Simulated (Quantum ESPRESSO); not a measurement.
**Si3N4 (beta): which axis gives way under pressure?**

Cell and atoms of beta Si3N4 are relaxed at set pressures, to see how each axis shrinks. The phase is followed to these pressures whether or not it stays the stable one.

Calculated with Quantum ESPRESSO 7.5, PBEsol, GBRV 1.5 ultrasoft potentials, cutoff 680 eV, Fermi–Dirac smearing 0.02 eV, k-mesh 4×4×9, no spin polarisation, no spin-orbit coupling.

Reference cell, relaxed at zero pressure with PBEsol (P6_3/m): a = 7.6267 Å, b = 7.6267 Å, c = 2.9111 Å, α = 90.00°, β = 90.00°, γ = 120.00°.

```csv
atom,x,y,z
Si,0.7675,0.1739,0.2500
Si,0.5936,0.7675,0.7500
Si,0.8261,0.5936,0.2500
Si,0.2325,0.8261,0.7500
Si,0.4064,0.2325,0.2500
Si,0.1739,0.4064,0.7500
N,0.0295,0.3300,0.2500
N,0.6995,0.0295,0.7500
N,0.6700,0.6995,0.2500
N,0.9705,0.6700,0.7500
N,0.3005,0.9705,0.2500
N,0.3300,0.3005,0.7500
N,0.6667,0.3333,0.2500
N,0.3333,0.6667,0.7500
```

```
P (GPa)   a (Å)   c (Å)     c/a
  −4.01  7.6718  2.9265  0.3815
  −0.01  7.6267  2.9111  0.3817
   5.01  7.5740  2.8935  0.3820
  10.01  7.5252  2.8774  0.3824
  15.01  7.4797  2.8624  0.3827
  30.03  7.3574  2.8232  0.3837
```

**Question.** Give the linear compressibility of each axis at zero pressure, and the edges at 20.02 GPa, a row left out above.

Least squares with l = l0 + l1 P + l2 P² gives for a: l0 = 7.6271 Å, l1 = −1.077e−2 Å/GPa, l2 = 5.97e−5 Å/GPa², so β = −l1/l0 = 1.412 × 10⁻³ GPa⁻¹ and the withheld edge is 7.4355 Å. The run itself gives 7.4368 Å, so the estimate misses by 0.0013 Å, more than the largest misfit of the fitted rows (0.0008 Å).

Least squares with l = l0 + l1 P + l2 P² gives for c: l0 = 2.9113 Å, l1 = −3.623e−3 Å/GPa, l2 = 2.30e−5 Å/GPa², so β = −l1/l0 = 1.245 × 10⁻³ GPa⁻¹ and the withheld edge is 2.8480 Å. The run itself gives 2.8484 Å, so the estimate misses by 0.0004 Å; the fitted rows themselves lie up to 0.0003 Å off the law.

The compressibilities add to the volume compressibility, 2β_a + β_c = 4.068 × 10⁻³ GPa⁻¹, or B0 ≈ 246 GPa; a parabola over so wide a range errs a few per cent to the stiff side. The a axis is the softest, 1.1 times as compressible as c.

[Logs are printed without paths, hosts, clocks, repeated set-up lines and the standing remarks that a program may print on its own settings, such as how far it seeks lower states.]
